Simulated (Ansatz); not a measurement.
**Localised basis functions on Σ7 (111) twist boundary in a Al-Pt solid solution (84 atoms)**

Wanted: errors and times of a linear-scaling basis for Σ7 (111) twist boundary in a Al-Pt solid solution (84 atoms). A setting counts as converged where the r.m.s. difference of forces stays under 1 % of the r.m.s. force.

Method: Kohn-Sham DFT, PBE, PAW (set soft_2), plane waves, in Ansatz 0.2.0.

## Step 1: The system as given

The cell holds 84 atoms: 73 Al and 11 Pt. Its edges and angles: a = 7.545 Å, b = 7.545 Å, c = 28.340 Å, α = 90.0°, β = 90.0°, γ = 120.0°. It derives from Al and Pt. Fcc Al (a = 4.0328 Å); two grains turned against each other by 38.21 deg about [111]; 1 x 1 coincidence cells, 2 lattice periods a grain, two boundaries a cell, upper grain shifted by [0.672, 0.278] of the boundary cell and opened by 0.2 Å, one atom of each pair nearer than 1.854 Å removed; 11 of 84 Al sites given to Pt at random (lattice constant by Vegard's rule between Al and Pt); not relaxed, displaced by a Gaussian of 0.02 Å. Regions: lower grain, 42 atoms (35 Al and 7 Pt); upper grain, 42 atoms (38 Al and 4 Pt).

Limits known from the start: The host structure and its lattice constant were typed by rule, without a check against the phase diagram. The electron count is odd and the run has no spin polarisation. No spin–orbit coupling is included, so levels derived from the heavy atoms are approximate.

## Step 2: Plane-wave single point

This run is the reference for what follows, at a cutoff of 420 eV.

Input file input.yaml:

```yaml
crystal:
  lattice:
    - [7.54468, 0.0, 0.0]
    - [-3.77234, 6.53388, 0.0]
    - [0.0, 0.0, 28.34006]
  atoms:
    - { symbol: Al, position: [0.85749, 0.57308, 0.00025] }
    - { symbol: Al, position: [0.71691, 0.14552, 0.99924] }
    - { symbol: Al, position: [0.90526, 0.38198, 0.08121] }
    - { symbol: Al, position: [0.95321, 0.18963, 0.16445] }
    - { symbol: Al, position: [0.57443, 0.72131, 0.9996] }
    - { symbol: Al, position: [0.76553, 0.95844, 0.08183] }
    - { symbol: Al, position: [0.43064, 0.28549, 0.00109] }
    - { symbol: Al, position: [0.6191, 0.52279, 0.0823] }
    - { symbol: Al, position: [0.807, 0.75657, 0.16527] }
    - { symbol: Al, position: [0.47806, 0.09947, 0.08179] }
    - { symbol: Al, position: [0.66821, 0.3361, 0.16459] }
    - { symbol: Al, position: [0.8584, 0.57266, 0.24676] }
    - { symbol: Al, position: [0.71452, 0.1434, 0.2468] }
    - { symbol: Pt, position: [0.91136, 0.38334, 0.32821] }
    - { symbol: Al, position: [0.95346, 0.19277, 0.41036] }
    - { symbol: Al, position: [0.28265, 0.85435, 1.0e-05] }
    - { symbol: Al, position: [0.14331, 0.43203, 0.00043] }
    - { symbol: Al, position: [0.33247, 0.67068, 0.08152] }
    - { symbol: Al, position: [0.51634, 0.90223, 0.16475] }
    - { symbol: Pt, position: [0.99701, 0.99876, 0.00013] }
    - { symbol: Al, position: [0.19164, 0.23646, 0.08047] }
    - { symbol: Al, position: [0.38231, 0.47644, 0.16288] }
    - { symbol: Al, position: [0.57224, 0.71441, 0.24576] }
    - { symbol: Pt, position: [0.75857, 0.94922, 0.32865] }
    - { symbol: Al, position: [0.23548, 0.04802, 0.16446] }
    - { symbol: Al, position: [0.42623, 0.27879, 0.24623] }
    - { symbol: Al, position: [0.6223, 0.52208, 0.32873] }
    - { symbol: Pt, position: [0.81078, 0.76449, 0.41017] }
    - { symbol: Al, position: [0.4724, 0.08759, 0.32827] }
    - { symbol: Al, position: [0.66397, 0.33803, 0.41111] }
    - { symbol: Al, position: [0.05617, 0.81037, 0.08227] }
    - { symbol: Al, position: [0.09609, 0.62269, 0.1643] }
    - { symbol: Al, position: [0.28421, 0.85659, 0.24656] }
    - { symbol: Pt, position: [0.14177, 0.42729, 0.2462] }
    - { symbol: Al, position: [0.33716, 0.66725, 0.32867] }
    - { symbol: Al, position: [0.52068, 0.90285, 0.4109] }
    - { symbol: Al, position: [0.00336, 0.00451, 0.24609] }
    - { symbol: Al, position: [0.19356, 0.23614, 0.32866] }
    - { symbol: Al, position: [0.37885, 0.47367, 0.41068] }
    - { symbol: Pt, position: [0.24097, 0.04734, 0.41015] }
    - { symbol: Al, position: [0.05033, 0.81093, 0.32859] }
    - { symbol: Pt, position: [0.0917, 0.61635, 0.41079] }
    - { symbol: Al, position: [0.24598, 0.13688, 0.50053] }
    - { symbol: Al, position: [0.38028, 0.84551, 0.49995] }
    - { symbol: Al, position: [0.43487, 0.08688, 0.58182] }
    - { symbol: Pt, position: [0.53227, 0.56337, 0.50061] }
    - { symbol: Pt, position: [0.5807, 0.80233, 0.58152] }
    - { symbol: Al, position: [0.62809, 0.03798, 0.66499] }
    - { symbol: Al, position: [0.81341, 0.98821, 0.50014] }
    - { symbol: Al, position: [0.86126, 0.23259, 0.58285] }
    - { symbol: Al, position: [0.95241, 0.70129, 0.49973] }
    - { symbol: Al, position: [0.00647, 0.94445, 0.58084] }
    - { symbol: Al, position: [0.05406, 0.18196, 0.66486] }
    - { symbol: Al, position: [0.0937, 0.41374, 0.5006] }
    - { symbol: Pt, position: [0.14899, 0.65984, 0.58252] }
    - { symbol: Al, position: [0.19529, 0.89405, 0.66422] }
    - { symbol: Al, position: [0.24571, 0.13856, 0.74437] }
    - { symbol: Al, position: [0.28763, 0.36786, 0.58245] }
    - { symbol: Al, position: [0.33942, 0.6114, 0.66451] }
    - { symbol: Al, position: [0.38456, 0.84628, 0.74757] }
    - { symbol: Al, position: [0.43737, 0.08781, 0.82861] }
    - { symbol: Pt, position: [0.48519, 0.32784, 0.66374] }
    - { symbol: Al, position: [0.52776, 0.56384, 0.74669] }
    - { symbol: Al, position: [0.5747, 0.80405, 0.8288] }
    - { symbol: Al, position: [0.6232, 0.03467, 0.91045] }
    - { symbol: Al, position: [0.67927, 0.28197, 0.50011] }
    - { symbol: Al, position: [0.7231, 0.51549, 0.58196] }
    - { symbol: Al, position: [0.76369, 0.74969, 0.66364] }
    - { symbol: Al, position: [0.81279, 0.99274, 0.74599] }
    - { symbol: Al, position: [0.86462, 0.22723, 0.82774] }
    - { symbol: Al, position: [0.90916, 0.46739, 0.66526] }
    - { symbol: Al, position: [0.95583, 0.70699, 0.74644] }
    - { symbol: Al, position: [0.00353, 0.94289, 0.82981] }
    - { symbol: Al, position: [0.05767, 0.18686, 0.90988] }
    - { symbol: Al, position: [0.09775, 0.42134, 0.74576] }
    - { symbol: Al, position: [0.14634, 0.65479, 0.82805] }
    - { symbol: Al, position: [0.19308, 0.89317, 0.90981] }
    - { symbol: Al, position: [0.29172, 0.36654, 0.82882] }
    - { symbol: Al, position: [0.34475, 0.60796, 0.91146] }
    - { symbol: Al, position: [0.48403, 0.32325, 0.91068] }
    - { symbol: Al, position: [0.67427, 0.28325, 0.74766] }
    - { symbol: Al, position: [0.72204, 0.51636, 0.8287] }
    - { symbol: Al, position: [0.76366, 0.7545, 0.911] }
    - { symbol: Al, position: [0.91101, 0.46485, 0.9108] }
kpoints:
  mp_grid: { grid: [3, 3, 1] }
hamiltonian:
  xc: pbe
scf:
  occupations: { method: fermi_dirac, width: 0.1 }
output:
  forces: true
  stress: true
  populations: true
  dos:
    method: { smearing: { sigma: 0.15 } }
    de: 0.1
    projected:
      site_lists:
        Al: [Al]
        Pt: [Pt]
        lower_grain: [0, 1, 2, 3, 4, 5, 6, 7, 8, 9, 10, 11, 12, 13, 14, 15, 16, 17, 18, 19, 20, 21, 22, 23, 24, 25, 26, 27, 28, 29, 30, 31, 32, 33, 34, 35, 36, 37, 38, 39, 40, 41]
        upper_grain: [42, 43, 44, 45, 46, 47, 48, 49, 50, 51, 52, 53, 54, 55, 56, 57, 58, 59, 60, 61, 62, 63, 64, 65, 66, 67, 68, 69, 70, 71, 72, 73, 74, 75, 76, 77, 78, 79, 80, 81, 82, 83]
  eigenvalues: true
  write_density: true
  write_potential: true
  volumetric_format: npy
```

Launch:

```
$ ansatz run input.yaml --threads 4 --pin off --max-ram 8192MiB --backend cpu --events-out ev --progress --plain --runs-dir out
```

What it wrote:

```text
Engine: ansatz 0.2.0, aarch64-unknown-linux-gnu
Pseudopotentials: kind: paw
Pseudopotential: Al, paw, valence charge 3, recommended cutoff 420 eV (normal), Al.paw.azcp
Pseudopotential: Pt, paw, valence charge 18, recommended cutoff 420 eV (normal), Pt.paw.azcp
[... 5 lines on functional and potentials left out ...]
Crystal: 84 atoms, lattice volume = 1397.053 Å³
Basis set: ecut = 420 eV, 27371 PW (Γ), exchange–correlation on 108×108×384 points (8 copies of the dense FFT grid, shifted against one another)
Bands: 293, of which v1, the nominal top of the filled ones, is band 209 counted from 1 (208 counted from 0)
Symmetry: 1 space group operations
Space group: P1 (ITA 1), of the structure as read, at distance tolerance 1.1e-4 Å
k-points: 5 of 9 (time reversal used)
[... 5 lines on functional and potentials left out ...]
Initial density: superposition of atomic densities (neutral atoms: chi_scale 0, normalization atom), corrected by the library's trained network
Initial wavefunctions: pseudopotential atomic-orbital guess
Functional: x = pbe(κ = 0.804, μ = 0.219515), c = pbe(β = 0.066725)
SCF iter   1: F=—  HF=-177006.783907 eV  |F-HF|=—  |Δ(HF+E_count)|=         —  Δρ=3.37e-3  dr2=7.76e0  ethr=1.77e-3  ⟨swp⟩=6.6  Hψ=6217  notcnv=0  defer=55
preconditioner: auto → Kerker (q_TF=auto, 2.230 Å⁻¹)  [metal: Δε(μ)=0.001 eV  Ē_g=6.546 eV  σ=0.100 eV  W_gap=0.00  n_scr=278 (ndim 8)  ℏωp=18.0 eV  f_vac=0.000  D(μ)=31.89/eV (n_scr^D=216)]
SCF iter   2: F=—  HF=-177006.720758 eV  |F-HF|=—  |Δ(HF+E_count)|=   6.31e-2  Δρ=1.98e-3  dr2=3.27e0  ethr=1.77e-3  ⟨swp⟩=1.0  Hψ=1685  notcnv=0  defer=57
SCF iter   3: F=—  HF=-177006.669379 eV  |F-HF|=—  |Δ(HF+E_count)|=   5.14e-2  Δρ=4.21e-4  dr2=2.22e-2  ethr=7.85e-4  ⟨swp⟩=1.0  Hψ=1334  notcnv=0  defer=74
SCF iter   4: F=—  HF=-177006.668285 eV  |F-HF|=—  |Δ(HF+E_count)|=   1.09e-3  Δρ=1.46e-4  dr2=2.92e-3  ethr=5.32e-6  ⟨swp⟩=1.0  Hψ=1334  notcnv=0  defer=74
SCF iter   5: F=—  HF=-177006.668190 eV  |F-HF|=—  |Δ(HF+E_count)|=   9.47e-5  Δρ=3.91e-5  dr2=9.55e-5  ethr=7.00e-7  ⟨swp⟩=1.0  Hψ=1334  notcnv=0  defer=74
SCF iter   6: F=—  HF=-177006.668477 eV  |F-HF|=—  |Δ(HF+E_count)|=   2.87e-4  Δρ=9.39e-6  dr2=4.39e-6  ethr=2.29e-8  ⟨swp⟩=3.0  Hψ=2583  notcnv=0  defer=78
SCF iter   7: F=—  HF=-177006.668477 eV  |F-HF|=—  |Δ(HF+E_count)|=   5.06e-7  Δρ=1.76e-6  dr2=2.32e-7  ethr=1.05e-9  ⟨swp⟩=2.0  Hψ=2277  notcnv=0  defer=78
SCF iter   8: F=-177006.668477 eV  HF=-177006.668477 eV  |F-HF|=1.17e-8  |Δ(HF+E_count)|=   2.20e-8  Δρ=4.34e-7  dr2=1.27e-8  ethr=2.40e-11  ⟨swp⟩=15.2  Hψ=8991  notcnv=0
SCF 1 converged in 8 iterations: F = -177006.668477 eV  dr2 = 1.27e-8
  greatest PAW one-centre occupation: 1.000 electrons in one spin orbital (limit 2), on the Pt atom at site 61 (counted from 0), in its partial waves of l = 0
SCF converged after 8 iterations
Free energy (F): -177006.668477 eV
Harris-Foulkes:  -177006.668477 eV  (|F-HF|=1.17e-8)
Internal energy: -177005.586067 eV  (E = F + TS)
E sigma→0 (E₀):  -177006.127272 eV
Entropy (-TS):   -1.082410 eV (-12.886 meV/atom)
Fermi energy:    9.612267 eV
--- Per-component energies (eV) ---
  E_band       = -3042.736647
  E_kinetic    = 8653.122923
  E_local      = -82831.803078  (includes V_loc(G=0)·N_el)
  E_nonlocal   = 2932.572764
  E_hartree    = 38539.777709
  E_xc         = -5773.810797
  E_vxc        = -5437.046223  (∫ρ·V_xc dr)
  E_paw        = -138105.008425  (= ΣΔE_a)
  E_vpaw       = -3439.165993  (= ΣTr[D̂ρ^β])
  E_aug_tail   = 0.002058  (compensation charges beyond the density's cutoff)
  E_ewald      = -420.439221
  E_smearing   = -1.082410  (= −TS)
  E_closure    = -0.000000  (closes the sum)
  Σ components = -177006.668477   (vs F -177006.668477, Δ=0.00e0)
--- Forces (eV/Å), atoms counted from 1 ---
  atom   1  Al    -0.13549115     0.41336803    -0.19595181
  atom   2  Al     0.28127268     0.05091189     0.07949840
  atom   3  Al    -0.04076430     0.08915372     0.39548969
  atom   4  Al    -0.01516571     0.13788339     0.11240048
  atom   5  Al     0.13920559    -0.00621167    -0.14597360
  atom   6  Al     0.10799400    -0.21700693    -0.05644353
  atom   7  Al    -0.39164884    -0.21455543     0.26365573
  atom   8  Al    -0.06376024     0.02273305     0.01139704
  atom   9  Al    -0.07106729     0.28743714    -0.15400883
  atom  10  Al     0.18327563    -0.06394164     0.24067408
  atom  11  Al    -0.07026625    -0.19258051    -0.16533214
  atom  12  Al     0.46334447    -0.43459407     0.28220704
  atom  13  Al     0.53575817     0.25901453     0.62717807
  atom  14  Pt    -0.93423581     0.17150497    -0.04313554
[...]
atom  83  Al     0.35415856     0.07832762     0.37168062
  atom  84  Al     0.06232060    -0.06149815     0.07805232
  max |Σ_I F_I| component: 1.63e-4 eV/Å
--- Stress (GPa, compression-positive) ---
       -4.209757      -0.037782      -0.099492
       -0.037782      -4.044847       0.321359
       -0.099492       0.321359      -2.844984
  P = ⅓ Tr σ = -3.6999 GPa (-36.999 kbar)
--- Band table (eV; the first three rows and the last of 5) ---
  k-point 0: bands = ["-89.2872", "-89.2705", "-89.1318", "-89.1150", [... 277 levels ...], "13.3058", "13.3498", "13.3685", "13.4430", "13.5067", "13.5154", "13.5545", "13.5878", "13.6402", "13.6511", "13.6758", "13.7235"]
[...]
--- Löwdin populations: 84 sites ---
  site symbol       q [e]
     0     Al      2.9727
     1     Al      2.9794
     2     Al      2.9452
[...]
83     Al      2.9733
  spilling = 0.009615 (of n_electrons = 417.000000)
```

Elapsed: 3 min, on 4 threads of Arm Neoverse V1, shared host; peak memory 5.7 GiB.

In the SCF lines HF is the Harris–Foulkes energy and dr2 the Hartree energy of the density residual, in eV; the loop may stop once dr2 is under the threshold and the program's other checks hold. Hψ counts applications of the Hamiltonian.

The program notes that it cut back its work space to fit the memory limit.

The run gave:

```
free energy                             : -177006.6685 eV
free energy per atom                    : -2107.2222 eV/atom
SCF cycles                              : 8
pressure                                : -3.7 GPa
r.m.s. force component                  : 0.3372 eV/Å
longest force                           : 1.687 eV/Å
Fermi energy                            : 9.612 eV
levels partly filled by over 2 per cent : 66
spilling of the projection              : 0.009615
```

The r.m.s. force component of 0.34 eV/Å sets the scale for the differences below.

## Step 3: Support functions low

The cell is solved in localised support functions. The level low gives here a grid of 36×36×144 points and a radius of 3.87 Å.

This step: Kohn-Sham DFT, PBE, PAW (set soft_2), localised support functions (low) (Ansatz 0.2.0).

input.yaml, the sections that differ from step 2:

```yaml
scf:
  occupations: { method: fermi_dirac, width: 0.1 }
  eigensolver: { kind: { support_functions: { accuracy: low } } }
  mixing: { beta: 0.2 }
  max_iter: 150
output:
  forces: true
  eigenvalues: true
# crystal, kpoints, hamiltonian: as in step 2
```

What it wrote:

```text
Warning: scf.eigensolver.kind.support_functions: disabling space-group detection — the functions' gradient is summed over unrotated k-points, so no spatial operation reduces the k-mesh or symmetrises the density; time reversal is kept, so that k and −k are solved as one point where they differ and the mesh holds both, and exact exchange and, on two spinor components, a DFT+U term hold to it where the run has them: [...]
settings of this run that can trade accuracy for cost: scf.eigensolver.kind.support_functions; scf.eigensolver.kind.support_functions.accuracy: low [...]
[...]
Crystal: 84 atoms, lattice volume = 1397.053 Å³
Basis set: ecut = 420 eV, 27371 PW (Γ), exchange–correlation on 108×108×384 points (8 copies of the dense FFT grid, shifted against one another)
Bands: 251, of which v1, the nominal top of the filled ones, is band 209 counted from 1 (208 counted from 0)
Symmetry: 1 space group operations
k-points: 5 of 9 (time reversal used)
[...]
Eigensolver: Support functions (low, 36×36×144 points, laid for a spacing of at most 0.228497 Å, radius 3.869248 Å, 1 species' potentials softened for the grid, 1 wholly corrected for its errors in the mean over positions, 2 with the egg-box correction, energy correction by stochastic trace)
[...]
SCF iter   1: F=—  HF=-177050.919893 eV  |F-HF|=—  |Δ(HF+E_count)|=         —  Δρ=1.59e-1  dr2=2.48e3  ethr=1.00e-1
[...]
SCF iter  13: F=—  HF=-177006.673499 eV  |F-HF|=—  |Δ(HF+E_count)|=   3.64e-3  Δρ=3.47e-5  dr2=1.73e-5  ethr=8.99e-9  κ⁻¹=4.0e-6(r=7)
SCF iter  14: F=-177006.676668 eV  HF=-177006.676669 eV  |F-HF|=7.95e-7  |Δ(HF+E_count)|=   3.17e-3  Δρ=1.05e-5  dr2=1.59e-6  ethr=4.15e-9
SCF 1 converged in 14 iterations: F = -177006.735952 eV  dr2 = 1.59e-6
[...]
SCF converged after 14 iterations
Stability not checked: this state was not tested for a lower state beside it, because the mixer in use, unlike msr1, does not test its closes by its own steps (another_mixer; see scf.mixing.algorithm and scf.lower_state_search)
Free energy (F): -177006.735952 eV
[...]
Internal energy: -177005.655503 eV  (E = F + TS)
E sigma→0 (E₀):  -177006.195727 eV
Entropy (-TS):   -1.080449 eV (-12.862 meV/atom)
Fermi energy:    9.613045 eV
[...]
Σ components = -177006.735952   (vs F -177006.735952, Δ=0.00e0)
--- Forces (eV/Å), atoms counted from 1 ---
  atom   1  Al    -0.13525096     0.41346987    -0.19538747
  atom   2  Al     0.28123808     0.05091673     0.08011468
  atom   3  Al    -0.04089905     0.08932057     0.39560016
  atom   4  Al    -0.01565316     0.13787919     0.11201006
[...]
atom  84  Al     0.06165119    -0.06179687     0.07722422
  max |Σ_I F_I| component: 1.60e-3 eV/Å
--- Band table (eV; the first three rows and the last of 5) ---
[...]
```

Run time: 3.4 min. Hardware: 4 threads; peak memory 3.2 GiB.

The program notes that the band table was not solved further than the SCF left it and it switched symmetry off.

Keys that differ from the reference: support_functions.accuracy = "low", scf.max_iter = 150 and scf.mixing.beta = 0.2.

Forces differ from the reference by 0.43 meV/Å r.m.s., 0.13 % of their size, well within a tolerance of 1 %; the energy by -0.80 meV/atom.

## Step 4: Support functions medium

The level medium is asked for. Here it resolves to the same grid and radius as in the run with support functions low, so the basis is not new.

This step: Kohn-Sham DFT, PBE, PAW (set soft_2), localised support functions (medium) (Ansatz 0.2.0).

input.yaml, the sections that differ from step 3:

```yaml
scf:
  occupations: { method: fermi_dirac, width: 0.1 }
  eigensolver: { kind: { support_functions: { accuracy: medium } } }
  mixing: { beta: 0.2 }
  max_iter: 150
# crystal, kpoints, hamiltonian, output: as in step 3
```

What it wrote:

```text
[...]
Crystal: 84 atoms, lattice volume = 1397.053 Å³
Basis set: ecut = 420 eV, 27371 PW (Γ), exchange–correlation on 108×108×384 points (8 copies of the dense FFT grid, shifted against one another)
Bands: 251, of which v1, the nominal top of the filled ones, is band 209 counted from 1 (208 counted from 0)
Symmetry: 1 space group operations
k-points: 5 of 9 (time reversal used)
[...]
Eigensolver: Support functions (medium, 36×36×144 points, laid for a spacing of at most 0.228497 Å, radius 3.869248 Å, 1 species' potentials softened for the grid, 1 wholly corrected for its errors in the mean over positions, 2 with the egg-box correction, energy correction by stochastic trace)
[...]
SCF iter   1: F=—  HF=-177050.919893 eV  |F-HF|=—  |Δ(HF+E_count)|=         —  Δρ=1.59e-1  dr2=2.48e3  ethr=1.00e-1
[...]
SCF iter  13: F=—  HF=-177006.673499 eV  |F-HF|=—  |Δ(HF+E_count)|=   3.64e-3  Δρ=3.47e-5  dr2=1.73e-5  ethr=8.99e-9  κ⁻¹=4.0e-6(r=7)
SCF iter  14: F=-177006.676668 eV  HF=-177006.676669 eV  |F-HF|=7.95e-7  |Δ(HF+E_count)|=   3.17e-3  Δρ=1.05e-5  dr2=1.59e-6  ethr=4.15e-9
SCF 1 converged in 14 iterations: F = -177006.735952 eV  dr2 = 1.59e-6
[...]
SCF converged after 14 iterations
[...]
Free energy (F): -177006.735952 eV
[...]
Internal energy: -177005.655503 eV  (E = F + TS)
E sigma→0 (E₀):  -177006.195727 eV
Entropy (-TS):   -1.080449 eV (-12.862 meV/atom)
Fermi energy:    9.613045 eV
[...]
Σ components = -177006.735952   (vs F -177006.735952, Δ=0.00e0)
--- Forces (eV/Å), atoms counted from 1 ---
  atom   1  Al    -0.13525096     0.41346987    -0.19538747
  atom   2  Al     0.28123808     0.05091673     0.08011468
  atom   3  Al    -0.04089905     0.08932057     0.39560016
  atom   4  Al    -0.01565316     0.13787919     0.11201006
[...]
atom  84  Al     0.06165119    -0.06179687     0.07722422
  max |Σ_I F_I| component: 1.60e-3 eV/Å
--- Band table (eV; the first three rows and the last of 5) ---
[...]
```

The job ended after 3.6 min (4 threads; peak memory 3.2 GiB).

Keys that differ from the reference: support_functions.accuracy = "medium", scf.max_iter = 150 and scf.mixing.beta = 0.2.

Forces differ from the reference by 0.43 meV/Å r.m.s., 0.13 % of their size, well within a tolerance of 1 %; the energy by -0.80 meV/atom.

(Continued in part 2 of 3.)

[Long decimals in the printed logs are rounded to 6 places.]

[Logs are printed without paths, hosts, clocks, repeated set-up lines and the standing remarks that a program may print on its own settings, such as how far it seeks lower states.]

[Hosts, paths, dates, database ids (printed as entryN), source tags and the programs' standing remarks are cut or masked in the printed files.]
